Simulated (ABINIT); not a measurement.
# Quasiparticle gap of CsPbCl3 (Pm-3m) in ABINIT, part 3 of 3

Wanted: ground state, empty states, screening and self-energy for CsPbCl3 (Pm-3m).

ABINIT 10.8.3; PBE and many-body steps on it, plane waves. Known limits of the many-body steps: not at the basis limit; no spin-orbit coupling; coarse k mesh.

So far. Step 4 (Empty states on the mesh, 2×2×2 mesh, 264 bands): On this mesh the gap is 1.932 eV. Step 5 (Screening, 2×2×2 mesh, 240 bands, screening to 130.6 eV): Local fields lower ε∞ by 12 %. On a Γ-centred mesh this coarse the value itself is usually too large, while a short band sum pulls it down.

**6. Self-energy, 2×2×2 mesh, 240 bands, screening to 130.6 eV**

The self-energy is evaluated for the states that the input lists, and the levels follow from it, in one-shot runs by the linearised quasiparticle equation.

This step: G0W0 on PBE, plane waves, norm-conserving pseudopotentials.

run.abi reads:

```
acell 3*1.0 Angstrom
rprim 
  5.605000000000 0.000000000000 0.000000000000
  0.000000000000 5.605000000000 0.000000000000
  0.000000000000 0.000000000000 5.605000000000
ntypat 3
znucl 55 82 17
natom 5
typat 1 2 3 3 3
xred 
  0.000000000000 0.000000000000 0.000000000000
  0.500000000000 0.500000000000 0.500000000000
  0.500000000000 0.500000000000 0.000000000000
  0.000000000000 0.500000000000 0.500000000000
  0.500000000000 0.000000000000 0.500000000000
pp_dirpath "pseudos"
pseudos "Cs.upf, Pb.upf, Cl.upf"
ecut 32
ngkpt 2 2 2
nshiftk 1
shiftk 0 0 0
kptopt 1
chksymbreak 0
istwfk *1
occopt 1
irdwfk 1
optdriver 4
nband 240
gwcalctyp 0
ecutsigx 32
symsigma 1
nkptgw 2
kptgw 
  0.5000000000 0.5000000000 0.5000000000
  0.0000000000 0.0000000000 0.0000000000
bdgw 
  23 29
  24 29
ecuteps 4.8
irdscr 1
ppmodel 1
indata_prefix "in"
outdata_prefix "out"
tmpdata_prefix "tmp"
```

On the command line:

```
OMP_NUM_THREADS=1 mpirun -n 4 abinit run.abi > log
```

Numbers of over 12 decimals in the logs are rounded to 6 here.

Log:

```text
.Version 10.8.3 of ABINIT. v10.8.2 released Aug 2026.

 Symmetries : space group Pm -3 m (#221); Bravais cP (primitive cubic)
[... echo of the input left out ...]
== DATASET  1 ==================================================================
-   mpi_nproc: 4, omp_nthreads: 1 (-1 if OMP is not activated)

--- !DatasetInfo
iteration_state: {dtset: 1, }
dimensions: {natom: 5, nkpt: 4, mband: 240, nsppol: 1, nspinor: 1, nspden: 1, mpw: 10280, }
cutoff_energies: {ecut:  32.0, pawecutdg:  -1.0, }
electrons: {nelect:   5.20000000E+01, charge:   0.00000000E+00, occopt:   1.00000000E+00, tsmear:   1.00000000E-02, }

 SIGMA: Calculation of the GW corrections

 Based on a program developped by R.W. Godby, V. Olevano, G. Onida, and L. Reining.
 Incorporated in ABINIT by V. Olevano, G.-M. Rignanese, and M. Torrent.
.Using double precision arithmetic ; gwpc =  8

[... cell and pseudopotentials left out ...]
--------------------------------------------------------------------------------

 ==== K-mesh for the wavefunctions ====
 Number of points in the irreducible wedge :     4
[... list of points left out ...]
 Together with 48 symmetry operations and time-reversal symmetry
 yields     8 points in the full Brillouin Zone.

 ==== Q-mesh for screening function ====
 Number of points in the irreducible wedge :     4
[... list of points left out ...]
 Together with 48 symmetry operations and time-reversal symmetry
 yields     8 points in the full Brillouin Zone.

 vcoul_init : cutoff-mode = AUXILIARY_FUNCTION
 q-points for optical limit:   1
     1)      0.000010    0.000020    0.000030
 setmesh: FFT mesh size selected  =    54x   54x   54
          total number of points  =       157464

 Number of electrons calculated from density =   52.0000; Expected =   52.0000
 average of density, n =  0.043760
 r_s =    1.7604
 omega_plasma =   20.1788 [eV]

 === KS Band Gaps ===
  >>>> For spin  1
   Minimum direct gap =   1.9318 [eV], located at k-point      :   0.5000  0.5000  0.5000
   Fundamental gap    =   1.9318 [eV], Top of valence bands at :   0.5000  0.5000  0.5000
                                       Bottom of conduction at :   0.5000  0.5000  0.5000
 SIGMA fundamental parameters:
 PLASMON POLE MODEL  1
 number of plane-waves for SigmaX                10251
 number of plane-waves for SigmaC and W            619
 number of plane-waves for wavefunctions         10251
 number of bands                                   240
 number of independent spin polarizations            1
 number of spinorial components                      1
 number of k-points in IBZ                           4
 number of q-points in IBZ                           4
 number of symmetry operations                      48
 number of k-points in BZ                            8
 number of q-points in BZ                            8
 number of frequencies for dSigma/dE                 9
 frequency step for dSigma/dE [eV]                0.25
 number of omega for Sigma on real axis              0
 max omega for Sigma on real axis  [eV]           0.00
 zcut for avoiding poles [eV]                     0.10

 EPSILON^-1 parameters (SCR file):
 dimension of the eps^-1 matrix on file            619
 dimension of the eps^-1 matrix used               619
 number of plane-waves for wavefunctions         10251
 number of bands                                   240
 number of q-points in IBZ                           4
 number of frequencies                               2
 number of real frequencies                          1
 number of imag frequencies                          1

 matrix elements of self-energy operator (all in [eV])

 Perturbative Calculation

--- !SelfEnergy_ee
iteration_state: {dtset: 1, }
kpoint     : [   0.500,    0.500,    0.500, ]
spin       : 1
KS_gap     :    1.932
QP_gap     :    3.205
Delta_QP_KS:    1.274
data: !SigmaeeData |
     Band     E0 <VxcDFT>   SigX SigC(E0)      Z dSigC/dE  Sig(E)    E-E0       E
       23   0.573 -14.257 -18.504   2.914   0.772  -0.295 -15.286  -1.029  -0.456
       24   0.573 -14.257 -18.504   2.914   0.772  -0.295 -15.286  -1.029  -0.456
       25   0.573 -14.257 -18.504   2.914   0.772  -0.295 -15.286  -1.029  -0.456
       26   2.787 -15.725 -17.975   1.570   0.792  -0.262 -16.264  -0.539   2.248
       27   4.719 -10.379  -6.296  -3.188   0.821  -0.217  -9.644   0.735   5.454
       28   4.719 -10.379  -6.296  -3.188   0.821  -0.217  -9.644   0.735   5.454
       29   4.719 -10.379  -6.296  -3.188   0.821  -0.217  -9.644   0.735   5.454

--- !SelfEnergy_ee
iteration_state: {dtset: 1, }
kpoint     : [   0.000,    0.000,    0.000, ]
spin       : 1
KS_gap     :    5.879
QP_gap     :    7.174
Delta_QP_KS:    1.295
data: !SigmaeeData |
     Band     E0 <VxcDFT>   SigX SigC(E0)      Z dSigC/dE  Sig(E)    E-E0       E
       24   0.252 -14.036 -18.291   2.923   0.772  -0.295 -15.064  -1.028  -0.775
       25   0.252 -14.036 -18.291   2.923   0.772  -0.295 -15.064  -1.028  -0.775
       26   0.252 -14.036 -18.291   2.923   0.772  -0.295 -15.064  -1.028  -0.775
       27   6.131  -6.348  -2.686  -3.345   0.843  -0.187  -6.080   0.267   6.398
       28   7.070  -6.633  -2.878  -3.242   0.843  -0.186  -6.200   0.433   7.503
       29   7.070  -6.633  -2.878  -3.242   0.843  -0.186  -6.200   0.433   7.503

== END DATASET(S) ==============================================================
================================================================================

 -outvars: echo values of variables after computation  --------
           etotal      0.0000000000E+00
            nband         240
             nkpt           4
          spgroup         221
 [... the other variables as echoed above ...]

 Calculation completed.
```

It took 50 s on 4 MPI ranks of Arm Neoverse V2, shared host; peak memory 2.1 GiB; 3.3 min of CPU time.

Numbers from this step:

* G0W0 gap on the points computed: 3.206 eV
* starting gap on the mesh: 1.932 eV
* k of the valence top: 0.5, 0.5, 0.5
* k of the conduction bottom: 0.5, 0.5, 0.5
* Z at the valence top: 0.792
* Z at the conduction bottom: 0.821
* least direct G0W0 gap on the computed points: 3.206 eV

The gap on the mesh goes from 1.93 eV to 3.21 eV, a correction of +1.27 eV.

Limits: finite bands, cutoff and mesh; no spin-orbit coupling; coarse k mesh. v1 is the top filled band, c1 the lowest empty one. The levels before and after the correction (eV, zero at the valence-band top of each column):

```csv
,conduction bottom,valence top
Kohn-Sham,1.93,0.00
G0W0,3.21,0.00
```

```csv
,level,energy (eV)
Kohn-Sham,(0.5 0.5 0.5) v4-v2,-2.214
Kohn-Sham,(0.5 0.5 0.5) v1,0.000
Kohn-Sham,(0.5 0.5 0.5) c1-c3,1.932
G0W0,(0.5 0.5 0.5) v4-v2,-2.704
G0W0,(0.5 0.5 0.5) v1,0.000
G0W0,(0.5 0.5 0.5) c1-c3,3.206
```

**7. Where the time went**

Times are wall times on 4 MPI ranks of Arm Neoverse V2, shared host, good to a factor of about two.

```csv
step,time,share,memory (GiB)
ground state,43 s,12 %,0.46
bands along the symmetry lines,57 s,16 %,0.44
empty states on the mesh,2.2 min,36 %,0.47
screening,80 s,22 %,2.2
self-energy,50 s,14 %,2.1
```

**8. Results**

```
PBE gap              : 1.93 eV, direct
G0W0 gap on the mesh : 3.21 eV
GW settings          : 2×2×2 mesh, 240 bands, screening to 130.6 eV, Godby-Needs plasmon pole
known limits         : not at the basis limit; no spin-orbit coupling; coarse k mesh
```

G0W0 moves the gap on the mesh from 1.93 eV to 3.21 eV (+1.27 eV), with Z of 0.79 and 0.82 at the edges. Local fields lower the RPA ε∞ on this mesh from 8.22 to 7.22; a Γ-centred mesh this coarse tends to raise both, most where the direct gap is narrow, while a short band sum lowers them. Only 2 of the mesh's irreducible points were corrected, so a valley elsewhere could overtake. The dearest step here is «empty states on the mesh». Bands and cutoff are finite, so the gap is not at the basis limit. The miss can reach some tenths of an eV and take either sign; the mesh is an error of its own. In the G0W0 run levels were corrected at 2 k points alone, so a gap called «on the mesh» is the least over those, and an edge elsewhere would be missed. The 2×2×2 mesh is coarse for this cell, which bears on the long-range parts of exchange and screening. Where an edge is built on 6p states of lead, bismuth or thallium, scalar-relativistic gaps usually stand too wide, by a few tenths to over one eV. This is the ideal cubic cell; many perovskites, halides above all, are cubic only on average, and local tilts or off-centring can widen the gap. The many-body steps are scalar-relativistic: spin-orbit coupling is not in them.

[Paths, hosts, dates, memory and timing lines, banners, echoed tables and standing remarks are left out of the program output.]

[Logs are printed without paths, hosts, clocks, repeated set-up lines and the standing remarks that a program may print on its own settings, such as how far it seeks lower states.]

[Runs of the session that timed out or met a known fault of the program may be left out.]

[Hosts, paths, dates, database ids (printed as entryN), source tags and the programs' standing remarks are cut or masked in the printed files.]

[G0W0 gaps are taken among the corrected bands and points alone; a level outside them can change the order at an edge.]

[Where Ansatz stands beside ABINIT at settings called matched, ABINIT's density can come from a denser mesh and the files from another edition; pairs whose starting gaps differed by over 0.03 eV were left out, so agreement reads better than it is.]
